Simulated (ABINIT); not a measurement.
Entries from a set of simulations; values are calculated unless marked as measured.

**Beyond one shot: BAs (F-43m)**

It takes space group F-43m (No. 216, cubic). Conventional cell: a = 4.777 Å, b = 4.777 Å, c = 4.777 Å, α = 90.00°, β = 90.00°, γ = 90.00°. B has 4 As at 2.07 Å nearest. Nearest to As lie 4 B at 2.07 Å. Farther neighbours, and contacts between anions beyond the nearest, are not listed.

```xyz
2
Lattice="0.0000 2.3885 2.3885 2.3885 0.0000 2.3885 2.3885 2.3885 0.0000" Properties=species:S:1:pos:R:3 pbc="T T T"
B     0.0000    0.0000    0.0000
As    1.1942    1.1942    1.1942
```

| Item | Value |
| --- | --- |
| method | RPA screening on PBE from quasiparticle energies and orbitals, plane waves, norm-conserving pseudopotentials (and 4 further levels or steps) |
| program | ABINIT 10.8.3 |
| settings | cutoff 44 Ha, PseudoDojo scalar-relativistic 0.4 stringent, norm-conserving, ngkpt (4, 4, 4), nband 74, ecuteps 6 Ha, gwcalctyp 27, nfreqre 1, inclvkb 2, shiftk (0, 0, 0), symchi 1, awtr 1, frequency static, cycle 6, q points all but q = 0, 4×4×4 k-mesh |
| cost | 19 runs, 5.4 min in all on 4 MPI ranks of Arm Neoverse V1, shared host |
| notes | The cell and positions come from the Crystallography Open Database and are kept as given unless a step says otherwise. Limits: no spin-orbit coupling. The 4×4×4 mesh is coarse for this cell, which bears on the long-range parts of exchange and screening. |
| G0W0 | 1.912 eV |
| self-consistent COHSEX, cycle 1 | 2.616 eV |
| self-consistent COHSEX, cycle 2 | 2.821 eV |
| self-consistent COHSEX, cycle 3 | 2.823 eV |
| self-consistent COHSEX, cycle 4 | 2.798 eV |
| self-consistent COHSEX, cycle 5 | 2.779 eV |
| self-consistent COHSEX, cycle 6 | 2.772 eV |
| known limits | short of the basis limit; no spin-orbit coupling; coarse k mesh |

Only the bands that the input lists are updated; the higher empty ones keep the functional's energies. Self-consistent COHSEX ends at 2.77 eV, +0.86 eV from G0W0, after 6 cycles that took 4.7 min beside the first screening; the last moved the gap by 0.007 eV.

[Long decimals in the printed logs are rounded to 6 places.]

[Logs are printed without paths, hosts, clocks, repeated set-up lines and the standing remarks that a program may print on its own settings, such as how far it seeks lower states.]

[Paths, hosts, dates, memory and timing lines, banners, echoed tables and standing remarks are left out of the program output; an Ansatz launch command may be rebuilt from the run's recorded settings. Measured values are a selection of at most five: reports struck by readers or far from the other reports are left out. None is set beside runs whose start may be inverted or whose files or cutoffs have a known fault.]

[Runs of the session that timed out or met a known fault of the program may be left out.]

[Hosts, paths, dates, database ids (printed as entryN), source tags and the programs' standing remarks are cut or masked in the printed files.]

[G0W0 gaps are taken among the corrected bands and points alone; a level outside them can change the order at an edge.]

[Where Ansatz stands beside ABINIT at settings called matched, ABINIT's density can come from a denser mesh and the files from another edition; pairs whose starting gaps differed by over 0.03 eV were left out, so agreement reads better than it is.]
